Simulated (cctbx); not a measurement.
**What is wrong with this refinement?**

Cell a = 8.2920 Å, b = 4.9090 Å, c = 8.9690 Å, α = 90.00°, β = 90.00°, γ = 90.00°; space group Pnma (no. 62). The compound is KCuSn.

The data are simulated with cctbx, not measured: Cu Kα, λ = 1.54184 Å, to d = 0.83 Å, 50 % of the full sphere, strongest reflection 5000 counts, noise from counting, a 3 % proportional error and a noise floor of 15 counts (s.d.); no absorption.

An isotropic refinement with weights 1/σ² prints:

```text
Rint 0.069, 362 unique reflections to 0.83 A
cycle     R1     wR2    GooF  max shift (A)
   1  0.2220  0.4598   7.996   0.20752
  12  0.0327  0.0663   1.152   0.01683
final R1 0.0327 wR2 0.0663 GooF 1.153  parameters 13  data/parameter 27.8
atom        x        y        z      Ueq    occ   su(xyz)  su(Uiso or U11)
Sn1    0.16250  0.75000  0.44410   0.0073  1.000  0.00011  0.0002
Cu1    0.28991  0.75000  0.13658   0.0098  1.000  0.00024  0.0005
K1     0.01276  0.75000  0.84069   0.0123  1.000  0.00037  0.0006
K2     0.63014  0.48952  0.52569   1.0000  1.000  0.01360  0.1051
difference map: max 2.04 min -2.39 rms 0.58
Q1    0.2437  0.2500  0.0998    4    2.08  1.60 A from Sn1
Q2    0.0983  0.2500  0.6439    4    2.03  0.93 A from Cu1
Q3    0.0294  0.7500  0.7196    4    1.82  1.10 A from K1
Q4    0.2125  0.2500  0.5673    4    1.75  0.62 A from Cu1
Q5    0.0703  0.5643  0.4948    8    1.72  1.27 A from Sn1
Q6    0.2124  0.0562  0.6500    8    1.70  0.96 A from Cu1
```

Q: Accept it or mend it, and why?

Mend it. The fault: spurious atom: K2. Against the right model at the same level, R1 goes from 0.0295 to 0.0327 and GooF from 0.97 to 1.15 and K2 takes U = the program's ceiling. A site with no density behind it hides by a very large U or drifts. The fit had not settled when the cycles ran out.

The compound is KCuSn. The right model at the same level gives:

```text
Rint 0.069, 362 unique reflections to 0.83 A
cycle     R1     wR2    GooF  max shift (A)
   1  0.1490  0.2940   5.084   0.09704
   2  0.0295  0.0563   0.974   0.00000
final R1 0.0295 wR2 0.0563 GooF 0.974  parameters 9  data/parameter 40.2
atom        x        y        z      Ueq    occ   su(xyz)  su(Uiso or U11)
Sn1    0.16252  0.75000  0.44409   0.0073  1.000  0.00009  0.0002
Cu1    0.28992  0.75000  0.13660   0.0098  1.000  0.00020  0.0004
K1     0.01277  0.75000  0.84074   0.0123  1.000  0.00031  0.0005
difference map: max 1.97 min -2.50 rms 0.51
Q1    0.2477  0.2500  0.1031    4    2.07  1.61 A from Sn1
Q2    0.0998  0.2500  0.6457    4    1.77  0.92 A from Cu1
Q3    0.0288  0.7500  0.7218    4    1.73  1.08 A from K1
Q4    0.2279  0.7500  0.1180    4    1.62  0.54 A from Cu1
Q5    0.2137  0.0562  0.6507    8    1.61  0.96 A from Cu1
Q6    0.2186  0.2500  0.5704    4    1.58  0.60 A from Cu1
```

This is a model crystal, built by substitution and not relaxed, with assumed displacement parameters.

[Middle refinement cycles are left out of these outputs.]

[Logs are printed without paths, hosts, clocks, repeated set-up lines and the standing remarks that a program may print on its own settings, such as how far it seeks lower states.]
